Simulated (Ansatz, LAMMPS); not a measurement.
# What went wrong? glassy 62SiO2-21K2O-18CaO (mol %) (110 atoms)

Program: Ansatz 0.2.0. The cell: 24 Si, 16 K, 7 Ca and 63 O.

Contents of input.yaml:

```yaml
crystal:
  lattice:
    - [11.93683, 0.0, 0.0]
    - [0.0, 11.93683, 0.0]
    - [0.0, 0.0, 11.93683]
  atoms:
    - { symbol: Si, position: [0.00422, 0.32389, 0.1486] }
    - { symbol: Si, position: [0.46292, 0.22917, 0.80862] }
    - { symbol: Si, position: [0.60287, 0.47264, 0.49441] }
    - { symbol: Si, position: [0.03727, 0.87986, 0.66602] }
    - { symbol: Si, position: [0.6389, 0.58817, 0.09498] }
    - { symbol: Si, position: [0.99442, 0.48838, 0.50313] }
    - { symbol: Si, position: [0.45542, 0.90709, 0.60994] }
    - { symbol: Si, position: [0.24009, 0.4266, 0.12206] }
    - { symbol: Si, position: [0.53977, 0.07241, 0.00651] }
    - { symbol: Si, position: [0.72394, 0.00208, 0.17919] }
    - { symbol: Si, position: [0.59981, 0.43608, 0.7614] }
    - { symbol: Si, position: [0.3032, 0.79721, 0.41975] }
    - { symbol: Si, position: [0.43022, 0.30927, 0.39917] }
    - { symbol: Si, position: [0.80547, 0.29907, 0.85444] }
    - { symbol: Si, position: [0.99106, 0.44843, 0.75071] }
    - { symbol: Si, position: [0.07979, 0.91626, 0.41418] }
    - { symbol: Si, position: [0.43898, 0.26506, 0.13648] }
    - { symbol: Si, position: [0.9039, 0.7177, 0.37304] }
    [... 86 atom lines left out ...]
    - { symbol: O, position: [0.0995, 0.36826, 0.75447] }
    - { symbol: O, position: [0.01503, 0.27676, 0.03074] }
    - { symbol: O, position: [0.70481, 0.3954, 0.45493] }
    - { symbol: O, position: [0.33576, 0.32639, 0.08545] }
    - { symbol: O, position: [0.46336, 0.13814, 0.10398] }
    - { symbol: O, position: [0.04137, 0.03792, 0.13029] }
kpoints:
  mp_grid: { grid: [1, 1, 1] }
hamiltonian:
  xc: pbe
scf:
  occupations: { method: fixed }
  eigensolver: { kind: { support_functions: { accuracy: medium, radius: 3.19 } } }
  max_iter: 150
output:
  forces: true
  eigenvalues: true
```

Launch:

```sh
> ansatz run input.yaml --threads 8 --pin off --max-ram 15872MiB --backend cpu --events-out ev --progress --plain --runs-dir out
```

What it wrote:

```text
Warning: scf.eigensolver.kind.support_functions: disabling space-group detection — the functions' gradient is summed over unrotated k-points, so no spatial operation reduces the k-mesh or symmetrises the density; time reversal is kept, so that k and −k are solved as one point where they differ and the mesh holds both, and exact exchange and, on two spinor components, a DFT+U term hold to it where the run has them: [...]
Warning: basis.ecutwfc = 464 eV, auto-derived: no grid that the accuracy of the support functions lays serves the files at the lower one that their records recommend; a deck with other species or settings can derive another value
settings of this run that can trade accuracy for cost: scf.eigensolver.kind.support_functions [...]
Engine: ansatz 0.2.0, aarch64-unknown-linux-gnu
Pseudopotentials: kind: paw
Pseudopotential: Si, paw, valence charge 4, recommended cutoff 420 eV (normal), Si.paw.azcp
Pseudopotential: K, paw, valence charge 9, recommended cutoff 420 eV (normal), K.paw.azcp
Pseudopotential: Ca, paw, valence charge 10, recommended cutoff 420 eV (normal), Ca.paw.azcp
Pseudopotential: O, paw, valence charge 6, recommended cutoff 420 eV (normal), O.paw.azcp
[... 5 lines on functional and potentials left out ...]
Error: SCF: the radius of support functions is under 3.57 Å, the least for these sites at the functions' level (scf.eigensolver.kind.support_functions.accuracy). Use scf.eigensolver.kind: auto, or type scf.eigensolver.kind.support_functions.radius at least as long, [...]
```

Wall time 3.7 s (8 threads of Arm Neoverse V2, shared host); peak memory 0.39 GiB.

**Question.** What is wrong with this input, and how is it mended?

A radius under the least that the level allows: support_functions.radius = 3.19.

The fix is to use a longer radius.

The run ended with an error.

[Logs are printed without paths, hosts, clocks, repeated set-up lines and the standing remarks that a program may print on its own settings, such as how far it seeks lower states.]

[Hosts, paths, dates, database ids (printed as entryN), source tags and the programs' standing remarks are cut or masked in the printed files.]
